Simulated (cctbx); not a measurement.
# What resolution and counting buy: LaFe2Pb2

Space group I4/mmm (no. 139), a = 4.4820 Å, b = 4.4820 Å, c = 12.1770 Å, α = 90.00°, β = 90.00°, γ = 90.00°.

```
atom  mult.    x  y       z  Ueq (Å²)
 Pb1      4    0  0  0.3778    0.0106
 La1      2    0  0       0    0.0127
 Fe1      4  1/2  0     1/4    0.0164
```

The model was made for the exercise: a known structure type with other elements put in, its volume estimated, not relaxed; displacement parameters are assumed.

Five simulated data sets (cctbx; Mo Kα, λ = 0.71073 Å; 3 % proportional error) differ in resolution or exposure (noise floor 4 counts in the first three, 8 in the last two). Each is refined with the right model, isotropic at 1.1 Å and anisotropic otherwise. How do the figures of merit and the uncertainties move?

| d min (Å) | top counts | ⟨I/σ⟩ (unmerged, absences included) | unique | param. (scale apart) | Rint | R1 | GooF | largest s.u. xyz (fractional) | s.u. U of Fe1 (Å²) | largest error (Å) |
| --- | --- | --- | --- | --- | --- | --- | --- | --- | --- | --- |
| 1.1 | 70000 | 14.4 | 41 | 4 | 0.021 | 0.0062 | 0.89 | 0.00002 | 0.0004 | 0.0001 |
| 0.84 | 70000 | 14.1 | 86 | 7 | 0.020 | 0.0066 | 0.87 | 0.00001 | 0.0003 | 0.0001 |
| 0.6 | 70000 | 12.2 | 207 | 7 | 0.023 | 0.0069 | 0.92 | 0.00001 | 0.0001 | 0.0001 |
| 0.75 | 300 | 1.3 | 112 | 7 | 0.210 | 0.0512 | 0.96 | 0.00026 | 0.0034 | 0.0000 |
| 0.75 | 3000 | 5.3 | 112 | 7 | 0.045 | 0.0159 | 0.94 | 0.00005 | 0.0008 | 0.0001 |

The number of reflections grows roughly as 1/d³: 41, 86 and 207 here. R1 follows the noise rather than the truth: at 300 counts it is 0.0512, at 3000 counts 0.0159, while GooF is 0.96 and 0.94: the weights 1/σ² carry the noise. The s.u. of U (U11 where anisotropic) for Fe1 goes 0.0004, 0.0003, 0.0001 Å² with resolution and 0.0034, 0.0008 Å² with exposure.

Hardware for the 0.6 Å refinement: 0.3 s on 1 thread of Arm Neoverse V2 (shared host), peak memory 0.09 GiB.

[Logs are printed without paths, hosts, clocks, repeated set-up lines and the standing remarks that a program may print on its own settings, such as how far it seeks lower states.]
